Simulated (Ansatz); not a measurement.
# LiMg2Mn4Cr, from a guessed structure to a relaxed one

This structure for LiMg2Mn4Cr is made up. Its elements were placed in a known structure type with a cell scaled to their sizes. What cell does the guess relax to, and how far off was it?

Main program and level: Ansatz 0.2.0; DFT, PBEsol, plane-wave PAW, files of the set soft_1, scalar-relativistic, ferromagnetic start, cell and ions relaxed at zero pressure; PAW set soft_1.

### 1. The structure

Symmetry: Amm2, No. 38, orthorhombic system. Conventional cell: a = 4.350 Å, b = 5.765 Å, c = 9.274 Å, α = 90.00°, β = 90.00°, γ = 90.00°. Mn has 4 Mg at 2.72 Å and 6 Mn at 2.72 to 2.74 Å and 2 Li at 2.88 Å nearest. Nearest to Mn lie 1 Li at 2.56 Å and 2 Cr at 2.63 Å and 5 Mn at 2.72 to 2.74 Å and 2 Mg at 2.79 Å. Nearest to Mn lie 6 Mn at 2.72 to 2.74 Å and 4 Mg at 2.72 to 2.74 Å and 2 Cr at 2.88 Å. Nearest to Cr lie 6 Mn at 2.63 to 2.88 Å and 2 Li at 2.69 Å and 4 Mg at 2.69 to 2.77 Å. Mg has 2 Li at 2.68 Å and 2 Cr at 2.69 to 2.77 Å and 6 Mn at 2.72 to 2.79 Å and 1 Mg at 2.75 Å nearest. Nearest to Li lie 6 Mn at 2.56 to 2.90 Å and 4 Mg at 2.68 Å and 2 Cr at 2.69 Å. Farther neighbours are not listed.

### 2. Relaxing cell and atoms

The guess takes its coordinates from another compound and its volume from a rule, so the cell and any free coordinates are relaxed together.

The input, input.yaml:

```yaml
crystal:
  lattice:
    - [4.35, 0.0, 0.0]
    - [0.0, 2.8825, 4.637]
    - [0.0, -2.8825, 4.637]
  atoms:
    - { symbol: Mn, position: [0.5, 0.1589, 0.1589], spin: 4.0 }
    - { symbol: Mn, position: [0.5, 0.1422, 0.6682], spin: 4.0 }
    - { symbol: Mn, position: [0.5, 0.6682, 0.1422], spin: 4.0 }
    - { symbol: Mn, position: [0.0, 0.3393, 0.3393], spin: 4.0 }
    - { symbol: Cr, position: [0.0, 0.8423, 0.8423], spin: 3.0 }
    - { symbol: Mg, position: [0.0, 0.3541, 0.8313] }
    - { symbol: Mg, position: [0.0, 0.8313, 0.3541] }
    - { symbol: Li, position: [0.5, 0.6718, 0.6718] }
magnetization:
  spin_polarized: true
kpoints:
  mp_grid: { grid: [6, 6, 6] }
scf:
  occupations: { method: fermi_dirac, width: 0.05 }
hamiltonian:
  xc: pbesol
  pseudopotentials: { kind: paw, azcp: { folder: soft_1 }, xc_functional: pbe }
relax:
  f_tol: 0.015
  max_steps: 70
  cell: {}
output:
  forces: true
  stress: true
```

The run is started by

```
ansatz run input.yaml --threads 4 --pin off --max-ram 10240MiB --backend cpu --events-out ev --progress --plain --runs-dir out
```

Numbers of over 12 decimals in the logs are rounded to 6 here.

The program printed:

```text
Engine: ansatz 0.2.0, aarch64-unknown-linux-gnu
Pseudopotentials: kind: paw
Pseudopotential: Mn, paw, valence charge 15, recommended cutoff 420 eV (normal), soft_1/Mn.paw.azcp
Pseudopotential: Cr, paw, valence charge 14, recommended cutoff 420 eV (normal), soft_1/Cr.paw.azcp
Pseudopotential: Mg, paw, valence charge 10, recommended cutoff 420 eV (normal), soft_1/Mg.paw.azcp
Pseudopotential: Li, paw, valence charge 3, recommended cutoff 420 eV (normal), soft_1/Li.paw.azcp
Functional definition: PBEsol
  exchange = pbesol_x
  correlation = pbesol_c
Crystal: 8 atoms, lattice volume = 116.286 Å³
Basis set: ecut = 420 eV, 2277 PW (Γ), exchange–correlation on 60×80×80 points (8 copies of the dense FFT grid, shifted against one another)
Bands: 70, of which v1, the nominal top of the filled ones, is band 49 counted from 1 (48 counted from 0)
Symmetry: 4 space group operations
Space group: Amm2 (ITA 38), of the structure as read, at distance tolerance 4.9e-5 Å
Magnetic group: BNS 38.187 (UNI 285), of the structure as read, at distance tolerance 4.9e-5 Å
k-points: 52 of 216 (time reversal used)
Non-local potential: Mn, projectors of the file, l = 0: 3, l = 1: 2, l = 2: 3, l = 3: 1
Non-local potential: Cr, projectors of the file, l = 0: 3, l = 1: 2, l = 2: 3, l = 3: 1
Non-local potential: Mg, projectors of the file, l = 0: 3, l = 1: 2, l = 2: 1
Non-local potential: Li, projectors of the file, l = 0: 3, l = 1: 2, l = 2: 1
PAW form: soft (Blöchl's): semilocal exchange-correlation on the pseudo side does not see the compensation charge
PAW frozen core: Mn, regenerated for the run's functional, and the local potential with it (the file was generated under x = pbe(κ = 0.804, μ = 0.219515), c = pbe(β = 0.066725))
PAW frozen core: Cr, regenerated for the run's functional, and the local potential with it (the file was generated under x = pbe(κ = 0.804, μ = 0.219515), c = pbe(β = 0.066725))
PAW frozen core: Mg, regenerated for the run's functional, and the local potential with it (the file was generated under x = pbe(κ = 0.804, μ = 0.219515), c = pbe(β = 0.066725))
PAW one-centre angular grid: Mn, 590 points (default); XC on 64 Gauss nodes
PAW one-centre angular grid: Cr, 590 points (default); XC on 64 Gauss nodes
PAW one-centre angular grid: Mg, 110 points (default); XC on 64 Gauss nodes
PAW one-centre angular grid: Li, 110 points (default); XC on 64 Gauss nodes
Initial density: superposition of atomic densities (chi_scale 0.1, normalization cell, long waves kept (reshape's long-wave potential 0.00 eV rms))
Starting moments: Σ|m| = 19 μB on 5 of 8 sites
Initial wavefunctions: pseudopotential atomic-orbital guess
Functional: x = pbesol(κ = 0.804, μ = 0.123457), c = pbesol(β = 0.046)
SCF iter   1: F=—  HF=-22845.819361 eV  |F-HF|=—  |Δ(HF+E_count)|=         —  Δρ=6.16e-2 (↑6.16e-2 ↓2.97e-2)  dr2=8.78e0  dr2_m=7.64e-1  M=16.626 μB ∫|m|=16.927 μB  β_m=0.30  ethr=3.10e-3  ⟨swp⟩=6.0  Hψ=25467  notcnv=0  defer=7
Mixer restart at iter 1: flushing history
preconditioner: auto → Kerker (q_TF=auto, 2.647 Å⁻¹)  [metal: Δε(μ)=0.001 eV  Ē_g=6.367 eV  σ=0.050 eV  W_gap=0.01  n_scr=34 (ndim 8)  ℏωp=21.5 eV  f_vac=0.000  D(μ)=7.40/eV (n_scr^D=74)]
spin=Collinear: Kerker preconditioning applied to the charge; magnetization (m = ρ↑ − ρ↓) channel mixes plain (no charge-response kernel on spin).
SCF iter   2: F=—  HF=-22845.057820 eV  |F-HF|=—  |Δ(HF+E_count)|=   7.62e-1  Δρ=2.76e-2 (↑2.76e-2 ↓2.25e-2)  dr2=2.90e0  dr2_m=2.56e-1  M=16.611 μB ∫|m|=16.942 μB  β_m=0.43  ethr=3.10e-3  ⟨swp⟩=2.0  Hψ=12669  notcnv=0  defer=647
SCF iter   3: F=—  HF=-22845.658071 eV  |F-HF|=—  |Δ(HF+E_count)|=   6.00e-1  Δρ=1.65e-2 (↑9.98e-3 ↓1.65e-2)  dr2=8.04e-1  dr2_m=1.13e-1  M=16.245 μB ∫|m|=16.640 μB  β_m=0.72  ethr=2.99e-3  ⟨swp⟩=2.0  Hψ=9678  notcnv=0  defer=640
SCF iter   4: F=—  HF=-22846.104039 eV  |F-HF|=—  |Δ(HF+E_count)|=   4.46e-1  Δρ=1.02e-2 (↑3.24e-3 ↓1.02e-2)  dr2=3.06e-1  dr2_m=2.75e-2  M=15.549 μB ∫|m|=16.013 μB  β_m=0.84  ethr=8.29e-4  ⟨swp⟩=2.1  Hψ=12336  notcnv=0  defer=653
SCF iter   5: F=—  HF=-22846.064117 eV  |F-HF|=—  |Δ(HF+E_count)|=   3.99e-2  Δρ=1.58e-2 (↑1.58e-2 ↓5.11e-3)  dr2=3.74e-1  dr2_m=4.39e-2  M=15.025 μB ∫|m|=15.509 μB  β_m=0.73  ethr=3.16e-4  ⟨swp⟩=2.8  Hψ=13322  notcnv=0  defer=649
SCF iter   6: F=—  HF=-22846.088645 eV  |F-HF|=—  |Δ(HF+E_count)|=   2.45e-2  Δρ=6.33e-3 (↑6.33e-3 ↓1.55e-3)  dr2=3.36e-2  dr2_m=1.26e-2  M=15.017 μB ∫|m|=15.492 μB  β_m=0.86  ethr=3.16e-4  ⟨swp⟩=2.1  Hψ=11475  notcnv=0  defer=681
SCF iter   7: F=—  HF=-22846.174279 eV  |F-HF|=—  |Δ(HF+E_count)|=         —  Δρ=1.78e-2 (↑1.78e-2 ↓1.43e-2)  dr2=1.85e-2  dr2_m=2.70e-1  M=13.872 μB ∫|m|=14.360 μB  β_m=1.00  ethr=3.46e-5  ⟨swp⟩=2.0  Hψ=11144  notcnv=0  defer=681
Mixer restart at iter 7: flushing history
SCF iter   8: F=—  HF=-22846.126593 eV  |F-HF|=—  |Δ(HF+E_count)|=   4.77e-2  Δρ=6.03e-3 (↑6.03e-3 ↓1.45e-3)  dr2=2.60e-2  dr2_m=1.22e-2  M=14.017 μB ∫|m|=14.502 μB  β_m=0.86  ethr=5.15e-5  ⟨swp⟩=2.0  Hψ=12794  notcnv=0  defer=681
SCF iter   9: F=—  HF=-22846.151577 eV  |F-HF|=—  |Δ(HF+E_count)|=   2.50e-2  Δρ=1.42e-2 (↑1.42e-2 ↓6.82e-3)  dr2=6.25e-2  dr2_m=1.11e-1  M=13.351 μB ∫|m|=13.855 μB  β_m=0.42  ethr=2.68e-5  ⟨swp⟩=2.0  Hψ=14234  notcnv=0  defer=681  recentre
SCF iter  10: F=—  HF=-22846.121219 eV  |F-HF|=—  |Δ(HF+E_count)|=   3.04e-2  Δρ=2.79e-3 (↑2.79e-3 ↓2.57e-3)  dr2=2.15e-3  dr2_m=7.15e-3  M=13.740 μB ∫|m|=14.233 μB  β_m=0.37  ethr=2.68e-5  ⟨swp⟩=2.0  Hψ=14537  notcnv=0  defer=687
SCF iter  11: F=-22846.121043 eV  HF=-22846.122832 eV  |F-HF|=1.79e-3  |Δ(HF+E_count)|=   1.61e-3  Δρ=3.23e-3 (↑3.23e-3 ↓3.12e-3)  dr2=9.44e-4  dr2_m=1.05e-2  M=13.615 μB ∫|m|=14.115 μB  β_m=0.30  ethr=2.21e-6  ⟨swp⟩=1.5  Hψ=7935  notcnv=0  defer=687
SCF iter  12: F=-22846.120902 eV  HF=-22846.123673 eV  |F-HF|=2.77e-3  |Δ(HF+E_count)|=   8.40e-4  Δρ=4.27e-3 (↑4.27e-3 ↓3.46e-3)  dr2=3.03e-3  dr2_m=1.54e-2  M=13.557 μB ∫|m|=14.059 μB  β_m=0.38  ethr=9.73e-7  ⟨swp⟩=2.0  Hψ=9576  notcnv=0  defer=687
SCF iter  13: F=-22846.125181 eV  HF=-22846.131087 eV  |F-HF|=5.91e-3  |Δ(HF+E_count)|=   7.41e-3  Δρ=6.44e-3 (↑6.44e-3 ↓5.70e-3)  dr2=2.09e-3  dr2_m=3.88e-2  M=13.321 μB ∫|m|=13.837 μB  β_m=0.66  ethr=9.73e-7  ⟨swp⟩=2.0  Hψ=10918  notcnv=0  defer=687  recentre
SCF iter  14: F=-22846.125560 eV  HF=-22846.131623 eV  |F-HF|=6.06e-3  |Δ(HF+E_count)|=   5.36e-4  Δρ=6.29e-3 (↑6.29e-3 ↓5.97e-3)  dr2=1.29e-3  dr2_m=3.96e-2  M=13.304 μB ∫|m|=13.821 μB  β_m=0.22  ethr=9.73e-7  ⟨swp⟩=1.8  Hψ=8362  notcnv=0  defer=687
[...]
relax step  14: F+E_penalty+E_count = -22847.80736487 eV  Δ(F+E_penalty+E_count) = -3.736e-5 eV  max|allowed force component| = 1.369e-2 eV/Å  Δτ_max = 0.0030 Å  P = +0.003 GPa  Ω = 112.077 Å³  energy of the carried Pulay correction = +2.920e-3 eV  (11 SCF iters, dr2 threshold 1.89e-8 eV, accepted)
relax step  15: F+E_penalty+E_count = -22847.80970832 eV  Δ(F+E_penalty+E_count) = -2.343e-3 eV  max|allowed force component| = 1.322e-2 eV/Å  Δτ_max = 0.0000 Å  P = +0.090 GPa  Ω = 112.077 Å³  stress off target by 2.68e-1 GPa  SCF on the basis re-selected at this cell (its energy is not comparable with the rows above)  (16 SCF iters)
relax step  16: F+E_penalty+E_count = -22847.80981040 eV  Δ(F+E_penalty+E_count) = -1.021e-4 eV  max|allowed force component| = 1.233e-2 eV/Å  Δτ_max = 0.0065 Å  P = +0.009 GPa  Ω = 112.294 Å³  energy of the carried Pulay correction = -1.910e-4 eV  (11 SCF iters, dr2 threshold 1.80e-7 eV, accepted)
iter 1 solved again at ethr=4.89e-8 eV; its pass at ethr=3.10e-3 eV (dr2=4.74e-5 eV) is discarded
SCF iter   1: F=—  HF=-22847.810006 eV  |F-HF|=—  |Δ(HF+E_count)|=         —  Δρ=7.55e-5 (↑5.67e-5 ↓7.55e-5)  dr2=4.26e-7  dr2_m=1.66e-7  M=3.063 μB ∫|m|=12.374 μB  β_m=0.65  ethr=4.89e-8  ⟨swp⟩=4.2  Hψ=45385  notcnv=0
preconditioner: auto → none  [metal: Δε(μ)=0.012 eV  Ē_g=6.105 eV  σ=0.050 eV  W_gap=0.06  n_scr=8 (ndim 8)  ℏωp=21.9 eV  f_vac=0.000  D(μ)=5.86/eV (n_scr^D=58)]
SCF iter   2: F=—  HF=-22847.810006 eV  |F-HF|=—  |Δ(HF+E_count)|=   6.85e-7  Δρ=2.66e-5 (↑2.02e-5 ↓2.66e-5)  dr2=8.89e-8  dr2_m=2.68e-8  M=3.063 μB ∫|m|=12.374 μB  β_m=0.59  ethr=4.39e-10  ⟨swp⟩=2.0  Hψ=11786  notcnv=0
SCF iter   3: F=—  HF=-22847.810008 eV  |F-HF|=—  |Δ(HF+E_count)|=   1.22e-6  Δρ=9.33e-6 (↑8.39e-6 ↓9.33e-6)  dr2=7.76e-8  dr2_m=1.45e-8  M=3.063 μB ∫|m|=12.374 μB  β_m=0.48  ethr=9.17e-11  ⟨swp⟩=2.0  Hψ=11400  notcnv=0
SCF iter   4: F=—  HF=-22847.810008 eV  |F-HF|=—  |Δ(HF+E_count)|=   1.12e-7  Δρ=4.17e-7 (↑4.17e-7 ↓4.13e-7)  dr2=3.40e-10  dr2_m=6.75e-11  M=3.063 μB ∫|m|=12.374 μB  β_m=0.53  ethr=8.00e-11  ⟨swp⟩=2.0  Hψ=9046  notcnv=0
SCF iter   5: F=—  HF=-22847.810007 eV  |F-HF|=—  |Δ(HF+E_count)|=   6.12e-7  Δρ=3.51e-7 (↑3.51e-7 ↓2.63e-7)  dr2=1.88e-10  dr2_m=6.74e-11  M=3.063 μB ∫|m|=12.374 μB  β_m=0.64  ethr=1.00e-12  ⟨swp⟩=2.0  Hψ=10368  notcnv=0
SCF iter   6: F=—  HF=-22847.810007 eV  |F-HF|=—  |Δ(HF+E_count)|=  5.71e-10  Δρ=4.33e-7 (↑3.02e-7 ↓4.33e-7)  dr2=7.49e-11  dr2_m=1.32e-10  M=3.063 μB ∫|m|=12.374 μB  β_m=0.82  ethr=1.00e-12  ⟨swp⟩=2.0  Hψ=8643  notcnv=0
SCF iter   7: F=—  HF=-22847.810007 eV  |F-HF|=—  |Δ(HF+E_count)|=  2.51e-10  Δρ=3.65e-7 (↑3.65e-7 ↓1.51e-7)  dr2=1.03e-10  dr2_m=6.09e-11  M=3.063 μB ∫|m|=12.374 μB  β_m=0.91  ethr=1.00e-12  ⟨swp⟩=1.7  Hψ=8012  notcnv=0
SCF iter   8: F=—  HF=-22847.810007 eV  |F-HF|=—  |Δ(HF+E_count)|=  1.82e-10  Δρ=4.26e-7 (↑3.98e-7 ↓4.26e-7)  dr2=3.55e-10  dr2_m=1.00e-10  M=3.063 μB ∫|m|=12.374 μB  β_m=0.67  ethr=1.00e-12  ⟨swp⟩=2.0  Hψ=11142  notcnv=0  recentre
SCF iter   9: F=—  HF=-22847.810007 eV  |F-HF|=—  |Δ(HF+E_count)|=  8.73e-11  Δρ=1.30e-7 (↑1.11e-7 ↓1.30e-7)  dr2=1.64e-11  dr2_m=1.14e-11  M=3.063 μB ∫|m|=12.374 μB  β_m=0.59  ethr=1.00e-12  ⟨swp⟩=2.0  Hψ=8221  notcnv=0
SCF iter  10: F=—  HF=-22847.810007 eV  |F-HF|=—  |Δ(HF+E_count)|=  3.64e-12  Δρ=4.98e-8 (↑4.52e-8 ↓4.98e-8)  dr2=6.09e-12  dr2_m=1.05e-12  M=3.063 μB ∫|m|=12.374 μB  β_m=0.57  ethr=1.00e-12  ⟨swp⟩=1.0  Hψ=7280  notcnv=0
SCF iter  11: F=-22847.810007 eV  HF=-22847.810007 eV  |F-HF|=2.18e-11  |Δ(HF+E_count)|=  7.28e-12  Δρ=8.74e-8 (↑5.34e-8 ↓8.74e-8)  dr2=2.95e-11  dr2_m=4.09e-13  M=3.063 μB ∫|m|=12.374 μB  ethr=1.00e-12  ⟨swp⟩=2.0  Hψ=19900  notcnv=0
the starting moments were not kept: 2 of 5 ended reversed and 3 kept their direction, counting a site from 0.1 μB. The largest reversed, site 4 (counted from 0, in the order of the report's site_moments_mub), started with +3.0 μB and closes at -2.2e0 μB in its sphere.
SCF 17 converged in 11 iterations: F = -22847.810007 eV  dr2 = 2.95e-11
relax step  17: F+E_penalty+E_count = -22847.81000716 eV  Δ(F+E_penalty+E_count) = -1.968e-4 eV  max|allowed force component| = 1.217e-2 eV/Å  Δτ_max = 0.0000 Å  P = +0.009 GPa  Ω = 112.294 Å³  stress off target by 2.26e-2 GPa  SCF on the basis re-selected at this cell (its energy is not comparable with the rows above)  (11 SCF iters)
basis re-selected at this cell: Δ(F+E_penalty+E_count) = -1.968e-4 eV, ΔP = +0.000 GPa vs the last step (what re-selecting the basis moved, of the pressure what is left beyond the Pulay correction that the steps carried, after the strain that the cell walked since its last selection, with what the two solves' SCF thresholds leave and, on support functions, any second-order correction that the steps lacked; it is no m [...]
SCF converged after 11 iterations
Magnetization: 3.0633 μB (50.0317 up, 46.9683 down)
Absolute magnetization: 12.3741 μB (∫|ρ↑−ρ↓|, with the PAW one-centre terms)
Spin contamination: 3.3986 ħ² per cell (⟨S²⟩ above its minimum at these occupations)
Per-site moments (μB) at R_I (Å): [(-1.788637, 0.942667), (2.414789, 0.942667), (2.414789, 0.942667), (2.075944, 0.954165), (-2.220937, 1.039422), (0.000582817, 1.091190), (0.000582817, 1.091190), (-0.027718, 1.091190)]
Free energy (F): -22847.810007 eV
Harris-Foulkes:  -22847.810007 eV  (|F-HF|=2.18e-11)
Internal energy: -22847.758865 eV  (E = F + TS)
E sigma→0 (E₀):  -22847.784436 eV
Entropy (-TS):   -0.051142 eV (-6.393 meV/atom)
Fermi energy:    12.162348 eV
--- Per-component energies (eV) ---
  E_band       = -1975.109623
  E_kinetic    = 1734.356881
  E_local      = -14736.824841  (includes V_loc(G=0)·N_el)
  E_nonlocal   = 2252.666155
  E_hartree    = 5658.196136
  E_xc         = -610.943244
  E_vxc        = -784.569210  (∫ρ·V_xc dr)
  E_paw        = -6979.193948  (= ΣΔE_a)
  E_vpaw       = -1757.131635  (= ΣTr[D̂ρ^β])
  E_aug_tail   = 0.001155  (compensation charges beyond the density's cutoff)
  E_ewald      = -10166.973487
  E_core_change = 0.956327  (= ΣΔE_core)
  E_smearing   = -0.051142  (= −TS)
  E_closure    = 0.000000  (closes the sum)
  Σ components = -22847.810007   (vs F -22847.810007, Δ=0.00e0)
--- Forces (eV/Å), atoms counted from 1 ---
  atom   1  Mn     0.00000000     0.00000000    -0.00557664
  atom   2  Mn     0.00000000    -0.01217172     0.00198252
  atom   3  Mn     0.00000000     0.01217172     0.00198252
  atom   4  Mn     0.00000000     0.00000000    -0.00292718
  atom   5  Cr     0.00000000     0.00000000    -0.00108260
  atom   6  Mg     0.00000000     0.00075117     0.00274722
  atom   7  Mg     0.00000000    -0.00075117     0.00274722
  atom   8  Li     0.00000000     0.00000000     0.00012698
  max |Σ_I F_I| component: 5.65e-8 eV/Å
--- Stress (GPa, compression-positive) ---
        0.022573       0.000000       0.000000
        0.000000      -0.003370       0.000000
        0.000000       0.000000       0.007854
  P = ⅓ Tr σ = 0.0090 GPa (0.090 kbar)
--- Relaxed structure (15 steps of the walk, 14 accepted, 2 SCFs on fresh bases) ---
  F+E_penalty+E_count = -22847.81000716 eV   max|allowed force component| = 1.217e-2 eV/Å   (the final SCF, on the basis selected at the relaxed cell)
  cell:  # Å, volume = 112.2944 Å³
    - [4.157150, 0.0, 0.0]
    - [0.0, 2.684816, 5.030577]
    - [0.0, -2.684816, 5.030577]
  atoms:
    - { symbol: Mn, position: [0.5, 0.222105, 0.222105] }
    - { symbol: Mn, position: [0.5, 0.139429, 0.662962] }
    - { symbol: Mn, position: [0.5, 0.662962, 0.139429] }
    - { symbol: Mn, position: [0, 0.322981, 0.322981] }
    - { symbol: Cr, position: [0, 0.838923, 0.838923] }
    - { symbol: Mg, position: [0, 0.324514, 0.829175] }
    - { symbol: Mg, position: [0, 0.829175, 0.324514] }
    - { symbol: Li, position: [0.5, 0.668013, 0.668013] }
```

Wall time 13 min (4 threads of Arm Neoverse V1, shared host); peak memory 1.1 GiB.

Relaxation path:

```tsv
step	energy less that of the first step (eV)	largest force component (eV/Å)	pressure (GPa)	volume (Å³)
1	0.0000	1.4493	-1.98	116.29
2	-0.3968	0.7235	-2.13	113.04
3	-0.5138	0.9176	0.47	107.33
4	-0.6273	0.3167	-0.70	108.34
5	-0.9453	0.5130	2.07	106.62
6	-0.9591	0.6475	1.68	106.87
7	-0.9506	0.5565	-1.26	113.80
8	-1.0494	0.1100	0.86	109.34
9	-1.0727	0.1590	-0.32	112.06
10	-1.0826	0.1345	0.04	111.60
11	-1.0886	0.0648	-0.08	112.31
12	-1.0899	0.0080	0.00	112.06
13	-1.0899	0.0174	0.01	112.06
14	-1.0900	0.0137	0.00	112.08
15*	-1.0923	0.0132	0.09	112.08
16	-1.0924	0.0123	0.01	112.29
17*	-1.0926	0.0122	0.01	112.29
```

Relaxation steps marked * repeat the geometry before them on a plane-wave basis chosen anew for their cell, so energy and pressure can jump there. Relaxation step 7 was tried and not accepted.

Forces are held to the 4 operations that the run works with; a distortion that breaks them can't arise in this run.

```tsv
conventional cell, symmetrised	before	after	change
a (Å)	4.350	4.157	-4.4 %
b (Å)	5.765	5.370	-6.9 %
c (Å)	9.274	10.061	+8.5 %
volume (Å³/atom)	14.54	14.04	-3.4 %
```

The atoms that moved most (Å, as changes of fractional coordinates times the final cell):

```tsv
atom	dx	dy	dz	length
Mn1	0.000	0.000	0.636	0.636
Mg6	0.000	-0.074	-0.160	0.176
Mg7	0.000	0.074	-0.160	0.176
Mn4	0.000	0.000	-0.164	0.164
Mn3	0.000	-0.007	-0.040	0.041
Mn2	0.000	0.007	-0.040	0.041
Li8	0.000	0.000	-0.038	0.038
Cr5	0.000	0.000	-0.034	0.034
```

Final coordinates:

```cif
data_structure
_symmetry_space_group_name_H-M 'P 1'
_symmetry_Int_Tables_number 1
_cell_length_a 4.1571
_cell_length_b 5.7022
_cell_length_c 5.7022
_cell_angle_alpha 56.178
_cell_angle_beta 90.000
_cell_angle_gamma 90.000
_cell_volume 112.29
loop_
_atom_site_label
_atom_site_type_symbol
_atom_site_fract_x
_atom_site_fract_y
_atom_site_fract_z
_atom_site_occupancy
Mn1 Mn 0.50000 0.22210 0.22210 1
Mn2 Mn 0.50000 0.13943 0.66296 1
Mn3 Mn 0.50000 0.66296 0.13943 1
Mn4 Mn 0.00000 0.32298 0.32298 1
Cr5 Cr 0.00000 0.83892 0.83892 1
Mg6 Mg 0.00000 0.32451 0.82917 1
Mg7 Mg 0.00000 0.82917 0.32451 1
Li8 Li 0.50000 0.66801 0.66801 1
```

Numbers from this step:

```
free energy             : -22847.8100 eV
energy at zero smearing : -22847.7844 eV
smearing term TS        : 0.05114 eV
Fermi energy            : 12.16 eV
magnetization           : 3.063 μB
absolute magnetization  : 12.37 μB
site moments            : -1.789, 2.415, 2.415, 2.076, -2.221, 5.83e-4, 5.83e-4, -0.02772 μB
electrons               : 97
symmetry operations     : 4
pressure                : 0.009019 GPa
```

Site moment by atom:

```tsv
atom	site moment (μB)
Mn1	-1.79
Mn2	2.41
Mn3	2.41
Mn4	2.08
Cr5	-2.22
Mg6	0.00
Mg7	0.00
Li8	-0.03
```

The shortest distance of each pair, which need not be the same contact before and after:

```tsv
pair	guess (Å)	relaxed (Å)
Mn–Mn	2.721	2.285
Cr–Mn	2.634	2.520
Li–Mg	2.676	2.645
Mg–Mg	2.751	2.660
Li–Mn	2.560	2.672
```

The relaxation ends with a largest force component of 0.012 eV/Å and a pressure of 0.01 GPa.

### 3. What came out

```json
{
 "space group, relaxed": "Amm2",
 "conventional cell": "a = 4.157, b = 5.370, c = 10.061 Å; α = 90.0°, β = 90.0°, γ = 90.0°",
 "volume per atom": "14.04 Å³ (guess 14.54)",
 "total moment": "3.06 μB in the cell of 8 atoms"
}
```

LiMg2Mn4Cr relaxes to Amm2 with a = 4.157, b = 5.370 and c = 10.061 Å. The guessed volume was 4 % too large. The space group Amm2 was held in the relaxation, so the end point is a stationary structure within it and may be a saddle against distortions or other arrangements. The input starts from parallel moments, and no other start was typed; the run left that order, and the end state is ferrimagnetic. Mesh and cutoff weren't tested. No dispersion term is used, so weakly bound directions may come out too long. Nothing here tests whether the compound is stable against decomposition.

[Logs are printed without paths, hosts, clocks, repeated set-up lines and the standing remarks that a program may print on its own settings, such as how far it seeks lower states.]

[Hosts, paths, dates, database ids (printed as entryN), source tags and the programs' standing remarks are cut or masked in the printed files.]
